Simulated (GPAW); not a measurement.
# BN in line between two Al chains: relaxation, then transmission at several levels

Aim: the conductance of BN in line between two Al chains after relaxation, and whether geometry, basis or functional moves it most.

Main program and level: GPAW 26.7.0; GPAW LCAO, PAW setups; relaxation of the junction within the symmetry of its start, lead ends held, in the first sound run; inputs show where later runs differ.

Most raw output is cut from this account.

### 1. Set-up

The cell holds 16 atoms: 14 Al, 1 B and 1 N. Its edges and angles: a = 9.000 Å, b = 9.000 Å, c = 36.148 Å, α = 90.0°, β = 90.0°, γ = 90.0°. Regions: left lead, 7 atoms (7 Al); channel, 2 atoms (1 B and 1 N); right lead, 7 atoms (7 Al). Vacuum lies along a and b. The structure is stacked along c, and the current runs across the ab planes.

### 2. Relaxation

Transmission follows bond lengths closely, so the atoms between the held lead ends are relaxed first, within whatever symmetry the start has.

run.py

```python
import json
from ase import Atoms
from ase.constraints import FixAtoms
from ase.optimize import BFGS
from gpaw import GPAW, FermiDirac

device = Atoms(
    ['Al', 'Al', 'Al', 'Al', 'Al', 'Al', 'Al', 'B', 'N', 'Al', 'Al', 'Al', 'Al', 'Al', 'Al', 'Al'],
    positions=[
        [4.50000, 4.50000, 1.20000],
        [4.50000, 4.50000, 3.60000],
        [4.50000, 4.50000, 6.00000],
        [4.50000, 4.50000, 8.40000],
        [4.50000, 4.50000, 10.80000],
        [4.50000, 4.50000, 13.20000],
        [4.50000, 4.50000, 15.60000],
        [4.50000, 4.50000, 17.53630],
        [4.50000, 4.50000, 18.81630],
        [4.50000, 4.50000, 20.54760],
        [4.50000, 4.50000, 22.94760],
        [4.50000, 4.50000, 25.34760],
        [4.50000, 4.50000, 27.74760],
        [4.50000, 4.50000, 30.14760],
        [4.50000, 4.50000, 32.54760],
        [4.50000, 4.50000, 34.94760]],
    cell=[[9.0, 0.0, 0.0], [0.0, 9.0, 0.0], [0.0, 0.0, 36.1476]],
    pbc=True)

device.set_constraint(FixAtoms([0, 1, 2, 3, 4, 5, 10, 11, 12, 13, 14, 15]))
device.calc = GPAW(mode='lcao', basis='dzp', xc='PBE', h=0.18,
                   kpts={'size': (1, 1, 2), 'gamma': True},
                   symmetry={'tolerance': 1e-3, 'extra_ids': [1, 1, 1, 1, 1, 1, 0, 0, 0, 0, 1, 1, 1, 1, 1, 1]},
                   occupations=FermiDirac(0.1), maxiter=250,
                   mixer=dict(beta=0.1, nmaxold=8, weight=100.0),
                   convergence=dict(density=0.0001), txt='relax.txt')
path = []
opt = BFGS(device, maxstep=0.15)
opt.attach(lambda: path.append((device.get_potential_energy(), device.positions.tolist(), device.get_forces().tolist())))
relaxed = bool(opt.run(fmax=0.05, steps=50))
json.dump(dict(relaxed=relaxed, path=path, positions=device.positions.tolist(), moments=device.get_magnetic_moments().tolist(),
               forces=device.get_forces(apply_constraint=False).tolist()), open('result.json', 'w'))
```

Launch:

```console
$ OMP_NUM_THREADS=1 OPENBLAS_NUM_THREADS=1 python run.py
```

Run time: 5.1 min. Hardware: 1 thread of Arm Neoverse V2, shared host; peak memory 1.6 GiB.

The steps of the relaxation:

```csv
step,energy less that of the first step (eV),largest force (eV/Å)
1,0.0000,1.6539
2,-0.0433,1.0411
3,-0.0660,0.8219
4,-0.0713,0.1096
5,-0.0715,0.0210
```

The atoms that moved most (Å):

```csv
atom,dx,dy,dz,length
Al7,0.000,0.000,-0.063,0.063
Al10,0.000,0.000,0.034,0.034
N9,0.000,0.000,0.020,0.020
B8,0.000,0.000,0.006,0.006
```

Final coordinates:

```cif
data_structure
_symmetry_space_group_name_H-M 'P 1'
_symmetry_Int_Tables_number 1
_cell_length_a 9.0000
_cell_length_b 9.0000
_cell_length_c 36.1476
_cell_angle_alpha 90.000
_cell_angle_beta 90.000
_cell_angle_gamma 90.000
_cell_volume 2927.96
loop_
_atom_site_label
_atom_site_type_symbol
_atom_site_fract_x
_atom_site_fract_y
_atom_site_fract_z
_atom_site_occupancy
Al1 Al 0.50000 0.50000 0.03320 1
Al2 Al 0.50000 0.50000 0.09959 1
Al3 Al 0.50000 0.50000 0.16599 1
Al4 Al 0.50000 0.50000 0.23238 1
Al5 Al 0.50000 0.50000 0.29878 1
Al6 Al 0.50000 0.50000 0.36517 1
Al7 Al 0.50000 0.50000 0.42983 1
B8 B 0.50000 0.50000 0.48528 1
N9 N 0.50000 0.50000 0.52108 1
Al10 Al 0.50000 0.50000 0.56938 1
Al11 Al 0.50000 0.50000 0.63483 1
Al12 Al 0.50000 0.50000 0.70122 1
Al13 Al 0.50000 0.50000 0.76762 1
Al14 Al 0.50000 0.50000 0.83401 1
Al15 Al 0.50000 0.50000 0.90041 1
Al16 Al 0.50000 0.50000 0.96680 1
```

The relaxation lowered the energy of the cell by 0.0715 eV (energies extrapolated to zero smearing; the optimiser's log prints free energies). The largest force left on a free atom is 0.021 eV/Å.

### 3. Double-zeta polarised basis

Localised orbitals split the wire into layers that couple to their neighbours alone, which is what the Green's function method needs; double zeta with polarisation is the usual level for numbers.

This step: GPAW LCAO, PAW setups; Landauer transmission from Green's functions with principal layers (ASE), zero bias (GPAW 26.7.0).

run.py

```python
import json
import numpy as np
from ase import Atoms
from ase.transport.calculators import TransportCalculator
from gpaw import GPAW, FermiDirac
from gpaw.lcao.tools import get_lcao_hamiltonian
from scipy.linalg import eigh

# The junction with lead layers at both ends, along the third cell vector
device = Atoms(
    ['Al', 'Al', 'Al', 'Al', 'Al', 'Al', 'Al', 'B', 'N', 'Al', 'Al', 'Al', 'Al', 'Al', 'Al', 'Al'],
    positions=[
        [4.50000, 4.50000, 1.20000],
        [4.50000, 4.50000, 3.60000],
        [4.50000, 4.50000, 6.00000],
        [4.50000, 4.50000, 8.40000],
        [4.50000, 4.50000, 10.80000],
        [4.50000, 4.50000, 13.20000],
        [4.50000, 4.50000, 15.53740],
        [4.50000, 4.50000, 17.54181],
        [4.50000, 4.50000, 18.83596],
        [4.50000, 4.50000, 20.58156],
        [4.50000, 4.50000, 22.94760],
        [4.50000, 4.50000, 25.34760],
        [4.50000, 4.50000, 27.74760],
        [4.50000, 4.50000, 30.14760],
        [4.50000, 4.50000, 32.54760],
        [4.50000, 4.50000, 34.94760]],
    cell=[[9.0, 0.0, 0.0], [0.0, 9.0, 0.0], [0.0, 0.0, 36.1476]],
    pbc=True)

# One principal layer of the lead: the first 4 atoms of the device
lead = Atoms(
    ['Al', 'Al', 'Al', 'Al'],
    positions=[
        [4.50000, 4.50000, 1.20000],
        [4.50000, 4.50000, 3.60000],
        [4.50000, 4.50000, 6.00000],
        [4.50000, 4.50000, 8.40000]],
    cell=[[9.0, 0.0, 0.0], [0.0, 9.0, 0.0], [0.0, 0.0, 9.6]],
    pbc=True)

settings = dict(mode='lcao', basis='dzp', xc='PBE', h=0.18,
                occupations=FermiDirac(0.1), maxiter=250,
                mixer=dict(beta=0.1, nmaxold=8, weight=100.0),
                convergence=dict(density=0.0001))
energies = np.arange(-2, 2 + 1e-9, 0.025)
eta = 0.0001
n1, n2 = 1, 1
# k and -k transmit alike, so half of the mesh across the current serves
mesh = [(i, j) for i in range(n1) for j in range(n2) if (i, j) <= (-i % n1, -j % n2)]
weights = np.array([1 if (i, j) == (-i % n1, -j % n2) else 2 for i, j in mesh]) / (n1 * n2)

# [... helper functions left out ...]
fermi_lead = ground_state(lead, (1, 1, 12), 'lead.txt')
fermi_device = ground_state(device, (1, 1, 2), 'device.txt')
# [... loop over the mesh left out, but for ...]
        # Shift the lead onto the potential of the device's first layer
        shift = ((H[:, 0, 0] - H0[:, 0, 0]) / S0[0, 0]).real.mean()
# [...]
kT = 8.617333e-5 * 300
bias = [0.1, 0.2, 0.5, 1.0, 1.5, 2.0]
# [... integrals and printing left out ...]
```

Run time: 2 min. Hardware: 1 thread; peak memory 1.7 GiB.

This step gave:

| Quantity | Value |
| --- | --- |
| conductance | 1.225 G₀ |
| largest coupling past the next principal layer | 2.45e-15 eV |
| largest misfit of the first principal layer | 0.02005 eV |
| shift that aligns the lead | -0.005815 eV |
| basis functions of the junction | 208 |
| basis functions of a principal layer | 52 |
| transmission at the Fermi level (one spin) | 1.238 |
| open channels of the lead at the Fermi level (one spin) | 2 |

One spin. Transmission, zone mean against energy, zero at the Fermi level:

```csv
energy (eV),"transmission, zone mean"
-2.000,0.0237
-1.800,0.0180
-1.600,0.0117
-1.400,0.00429
-1.200,2.6e-11
-1.000,1.7e-12
-0.800,0
-0.600,0
-0.400,0.0569
-0.200,1.04
-0.025,1.24
0.000,1.24
0.200,1.06
0.400,0.903
0.600,0.864
0.800,0.893
1.000,1.10
1.200,1.17
1.400,1.25
1.600,1.32
1.800,1.38
2.000,1.44
```

Crossings of the lead's bands, unfolded to its shortest repeat. The open channels, zone mean by energy, zero at the Fermi level:

```csv
energy (eV),"open channels, zone mean"
-2.000,1
-1.900,1
-1.800,1
-1.700,1
-1.600,1
-1.500,1
-1.400,1
-1.300,0
-1.200,0
-1.100,0
-1.000,0
-0.900,0
-0.800,0
-0.700,0
-0.600,0
-0.500,0
-0.400,2
-0.300,2
-0.200,2
-0.100,2
0.000,2
0.100,2
0.200,2
0.300,2
0.400,2
0.500,2
0.600,2
0.700,2
0.800,2
0.900,2
1.000,3
1.100,3
1.200,3
1.300,3
1.400,3
1.500,3
1.600,3
1.700,3
1.800,3
1.900,3
2.000,3
```

Not self-consistent under bias; the bias window is split evenly. Current through one cell, from the zero-bias transmission against bias:

```csv
bias (V),"current through one cell, from the zero-bias transmission (μA)"
0.100,9.46
0.200,18.7
0.500,43.8
1.000,69.8
1.500,86.6
2.000,105
```

Transmission of the three most open eigenchannels against energy, zero at the Fermi level:

```csv
energy (eV),channel 1,channel 2,channel 3
-2.000,0.0237,0,0
-1.900,0.0209,0,0
-1.800,0.0180,0,0
-1.700,0.0150,0,0
-1.600,0.0117,0,0
-1.500,0.00820,0,0
-1.400,0.00429,0,0
-1.300,1.6e-8,0,0
-1.200,2.5e-11,0,0
-1.100,3.5e-12,0,0
-1.000,0,0,0
-0.900,0,0,0
-0.800,0,0,0
-0.700,0,0,0
-0.600,0,0,0
-0.500,0,0,0
-0.400,0.0285,0.0285,0
-0.300,0.425,0.425,0
-0.200,0.518,0.518,0
-0.100,0.597,0.597,0
0.000,0.619,0.619,0
0.100,0.585,0.585,0
0.200,0.531,0.531,0
0.300,0.483,0.483,0
0.400,0.452,0.452,0
0.500,0.436,0.436,1.8e-12
0.600,0.432,0.432,5.6e-12
0.700,0.436,0.436,2.7e-11
0.800,0.446,0.446,3.0e-10
0.900,0.460,0.460,1.2e-7
1.000,0.477,0.477,0.144
1.100,0.496,0.496,0.141
1.200,0.516,0.516,0.137
1.300,0.537,0.537,0.133
1.400,0.558,0.558,0.130
1.500,0.578,0.578,0.126
1.600,0.598,0.598,0.124
1.700,0.616,0.616,0.121
1.800,0.633,0.633,0.119
1.900,0.648,0.648,0.117
2.000,0.661,0.661,0.115
```

Couplings past the next layer reach 2.4e-15 eV, small enough to drop; the matrix elements of the cell's first layer differ from the bulk lead's by up to 0.020 eV. That layer keeps its own values in the calculation, and only beyond it is the lead taken as perfect. The Fermi levels of lead and junction count from different zeros of potential, one for each periodic cell; with both set to zero, the small remaining shift is what aligns them. By hand: G = 1.225 × 77.48 μS = 94.9 μS, a resistance of 10.5 kΩ; at 0.1 V a linear junction would pass 9.49 μA, and the integral over the bias window gives 9.46 μA.

### 4. Single-zeta polarised basis

One radial function a shell plus polarisation makes the matrices smaller; the question is what that costs.

Changes to run.py since step 3:

```diff
@@ -42,3 +42,3 @@
 
-settings = dict(mode='lcao', basis='dzp', xc='PBE', h=0.18,
+settings = dict(mode='lcao', basis='szp(dzp)', xc='PBE', h=0.18,
                 occupations=FermiDirac(0.1), maxiter=250,
```

Elapsed: 87 s, on 1 thread; peak memory 1.7 GiB.

Numbers from this step:

```yaml
conductance: 1.204 G₀
largest_coupling_past_the_next_principal_layer: 1.49e-15 eV
largest_misfit_of_the_first_principal_layer: 0.02049 eV
shift_that_aligns_the_lead: -0.006491 eV
basis_functions_of_the_junction: 144
basis_functions_of_a_principal_layer: 36
transmission_at_the_fermi_level_one_spin: 1.219
```

One spin. Transmission, zone mean against energy, zero at the Fermi level:

energy (eV), transmission, zone mean and a bar:
```
   -2.000       0.02 
   -1.900       0.02 
   -1.800       0.01 
   -1.700       0.01 
   -1.600       0.01 
   -1.500       0.00 
   -1.400       0.00 
   -1.300       0.00 
   -1.200       0.00 
   -1.100       0.00 
   -1.000       0.00 
   -0.900       0.00 
   -0.800       0.00 
   -0.700       0.00 
   -0.600       0.00 
   -0.500       0.00 
   -0.400       0.00 
   -0.300       0.81 #################
   -0.200       1.00 ####################
   -0.100       1.17 ########################
   -0.025       1.22 #########################
    0.000       1.22 #########################
    0.100       1.15 #######################
    0.200       1.04 #####################
    0.300       0.95 ###################
    0.400       0.89 ##################
    0.500       0.86 ##################
    0.600       0.86 ##################
    0.700       0.88 ##################
    0.800       1.01 #####################
    0.900       1.06 ######################
    1.000       1.10 ######################
    1.100       1.14 #######################
    1.200       1.19 ########################
    1.300       1.23 #########################
    1.400       1.28 ##########################
    1.500       1.32 ###########################
    1.600       1.36 ############################
    1.700       1.39 ############################
    1.800       1.42 #############################
    1.900       1.45 ##############################
    2.000       1.48 ##############################
```

Crossings of the lead's bands, unfolded to its shortest repeat. Open channels, zone mean against energy, zero at the Fermi level:

```csv
energy (eV),"open channels, zone mean"
-2.000,1
-1.900,1
-1.800,1
-1.700,1
-1.600,1
-1.500,1
-1.400,1
-1.300,0
-1.200,0
-1.100,0
-1.000,0
-0.900,0
-0.800,0
-0.700,0
-0.600,0
-0.500,0
-0.400,0
-0.300,2
-0.200,2
-0.100,2
0.000,2
0.100,2
0.200,2
0.300,2
0.400,2
0.500,2
0.600,2
0.700,2
0.800,3
0.900,3
1.000,3
1.100,3
1.200,3
1.300,3
1.400,3
1.500,3
1.600,3
1.700,3
1.800,3
1.900,3
2.000,3
```

Not self-consistent under bias; the bias window is split evenly. Table of current through one cell, from the zero-bias transmission by bias:

```csv
bias (V),"current through one cell, from the zero-bias transmission (μA)"
0.100,9.29
0.200,18.4
0.500,42.8
1.000,66.6
1.500,83.6
2.000,104
```

Transmission of the three most open eigenchannels against energy, zero at the Fermi level:

```csv
energy (eV),channel 1,channel 2,channel 3
-2.000,0.0175,0,0
-1.800,0.0125,0,0
-1.600,0.00695,0,0
-1.400,1.5e-4,0,0
-1.200,3.4e-12,0,0
-1.000,0,0,0
-0.800,0,0,0
-0.600,0,0,0
-0.400,7.5e-10,7.5e-10,0
-0.200,0.501,0.501,0
0.000,0.609,0.609,0
0.200,0.519,0.519,0
0.400,0.445,0.445,2.4e-12
0.600,0.431,0.431,8.3e-11
0.800,0.452,0.452,0.107
1.000,0.490,0.490,0.122
1.200,0.536,0.536,0.116
1.400,0.583,0.583,0.111
1.600,0.625,0.625,0.107
1.800,0.660,0.660,0.104
2.000,0.687,0.687,0.101
```

The conductance, 1.20 G₀, lies 1.7 % below that of the dzp run.

### 5. GPAW, sz: basis = "sz(dzp)"

The minimal basis is the cheapest rung: no second zeta and no polarisation.

Changes to run.py since step 4:

```diff
@@ -42,3 +42,3 @@
 
-settings = dict(mode='lcao', basis='szp(dzp)', xc='PBE', h=0.18,
+settings = dict(mode='lcao', basis='sz(dzp)', xc='PBE', h=0.18,
                 occupations=FermiDirac(0.1), maxiter=250,
```

Run time: 65 s. Hardware: 1 thread; peak memory 1.5 GiB.

Numbers from this step:

| Item | Value |
| --- | --- |
| conductance | 1.340 G₀ |
| largest coupling past the next principal layer | 9.49e-16 eV |
| largest misfit of the first principal layer | 0.02818 eV |
| shift that aligns the lead | -0.007262 eV |
| basis functions of the junction | 64 |
| basis functions of a principal layer | 16 |
| transmission at the Fermi level (one spin) | 1.352 |

One spin. Transmission, zone mean against energy, zero at the Fermi level:

```csv
energy (eV),"transmission, zone mean"
-2.000,0.00766
-1.900,0.00494
-1.800,0.00193
-1.700,1.6e-10
-1.600,6.9e-12
-1.500,1.3e-12
-1.400,0
-1.300,0
-1.200,0
-1.100,0
-1.000,0
-0.900,0
-0.800,0
-0.700,0
-0.600,0
-0.500,1.1e-11
-0.400,0.431
-0.300,1.02
-0.200,1.17
-0.100,1.31
-0.025,1.35
0.000,1.35
0.100,1.28
0.200,1.17
0.300,1.08
0.400,1.01
0.500,0.978
0.600,0.970
0.700,1.06
0.800,1.09
0.900,1.13
1.000,1.16
1.100,1.20
1.200,1.24
1.300,1.29
1.400,1.33
1.500,1.37
1.600,1.41
1.700,1.45
1.800,1.48
1.900,1.51
2.000,1.54
```

The conductance, 1.34 G₀, lies 9.4 % above that of the dzp run.

### 6. revPBE in the dzp basis: xc = "revPBE"

Back in the dzp basis, the functional changes from PBE to revPBE, to set the spread between functionals beside that between bases.

Changes to run.py since step 5:

```diff
@@ -42,3 +42,3 @@
 
-settings = dict(mode='lcao', basis='sz(dzp)', xc='PBE', h=0.18,
+settings = dict(mode='lcao', basis='dzp', xc='revPBE', h=0.18,
                 occupations=FermiDirac(0.1), maxiter=250,
```

Wall time 2.2 min (1 thread); peak memory 1.7 GiB.

Numbers from this step:

```
conductance                                    : 1.204 G₀
largest coupling past the next principal layer : 1.83e-15 eV
largest misfit of the first principal layer    : 0.02042 eV
shift that aligns the lead                     : -0.005780 eV
basis functions of the junction                : 208
basis functions of a principal layer           : 52
transmission at the Fermi level (one spin)     : 1.217
```

The conductance, 1.20 G₀, lies 1.7 % below that of the dzp run.

### 7. The structure as built: geometry = "as built"

The dzp basis with PBE on the structure as first built shows what the relaxation was worth.

Changes to run.py since step 6:

```diff
@@ -18,6 +18,6 @@
         [4.50000, 4.50000, 13.20000],
-        [4.50000, 4.50000, 15.53740],
-        [4.50000, 4.50000, 17.54181],
-        [4.50000, 4.50000, 18.83596],
-        [4.50000, 4.50000, 20.58156],
+        [4.50000, 4.50000, 15.60000],
+        [4.50000, 4.50000, 17.53630],
+        [4.50000, 4.50000, 18.81630],
+        [4.50000, 4.50000, 20.54760],
         [4.50000, 4.50000, 22.94760],
@@ -42,3 +42,3 @@
 
-settings = dict(mode='lcao', basis='dzp', xc='revPBE', h=0.18,
+settings = dict(mode='lcao', basis='dzp', xc='PBE', h=0.18,
                 occupations=FermiDirac(0.1), maxiter=250,
```

Wall time 1.8 min (1 thread); peak memory 1.7 GiB.

Numbers from this step:

```
conductance                                    : 1.341 G₀
largest coupling past the next principal layer : 2.45e-15 eV
largest misfit of the first principal layer    : 0.01704 eV
shift that aligns the lead                     : -0.005488 eV
transmission at the Fermi level (one spin)     : 1.353
```

One spin. The transmission, zone mean by energy, zero at the Fermi level:

energy (eV), transmission, zone mean and a bar:
```
   -2.000       0.02 
   -1.900       0.02 
   -1.800       0.02 
   -1.700       0.01 
   -1.600       0.01 
   -1.500       0.01 
   -1.400       0.00 
   -1.300       0.00 
   -1.200       0.00 
   -1.100       0.00 
   -1.000       0.00 
   -0.900       0.00 
   -0.800       0.00 
   -0.700       0.00 
   -0.600       0.00 
   -0.500       0.00 
   -0.400       0.07 #
   -0.300       0.89 ###################
   -0.200       1.10 ########################
   -0.100       1.29 ############################
    0.000       1.35 #############################
    0.100       1.31 #############################
    0.200       1.23 ###########################
    0.300       1.15 #########################
    0.400       1.09 ########################
    0.500       1.07 #######################
    0.600       1.06 #######################
    0.700       1.06 #######################
    0.800       1.08 #######################
    0.900       1.09 ########################
    1.000       1.26 ###########################
    1.100       1.27 ############################
    1.200       1.28 ############################
    1.300       1.29 ############################
    1.400       1.31 ############################
    1.500       1.32 #############################
    1.600       1.33 #############################
    1.700       1.35 #############################
    1.800       1.36 ##############################
    1.900       1.37 ##############################
    2.000       1.38 ##############################
```

The conductance, 1.34 G₀, lies 9.4 % above that of the dzp run.

### 8. All levels side by side

Times are for 1 thread of Arm Neoverse V2, shared host. The runs compared:

```csv
no.,run,conductance (G₀),time,memory (GiB)
1,dzp,1.225,2 min,1.7
2,szp,1.204,87 s,1.7
3,sz,1.340,65 s,1.5
4,dzp revPBE,1.204,2.2 min,1.7
5,asbuilt,1.341,1.8 min,1.7
```

(Part 1 of 2 ends here.)

[Logs are printed without paths, hosts, clocks, repeated set-up lines and the standing remarks that a program may print on its own settings, such as how far it seeks lower states.]

[Hosts, paths, dates, database ids (printed as entryN), source tags and the programs' standing remarks are cut or masked in the printed files.]
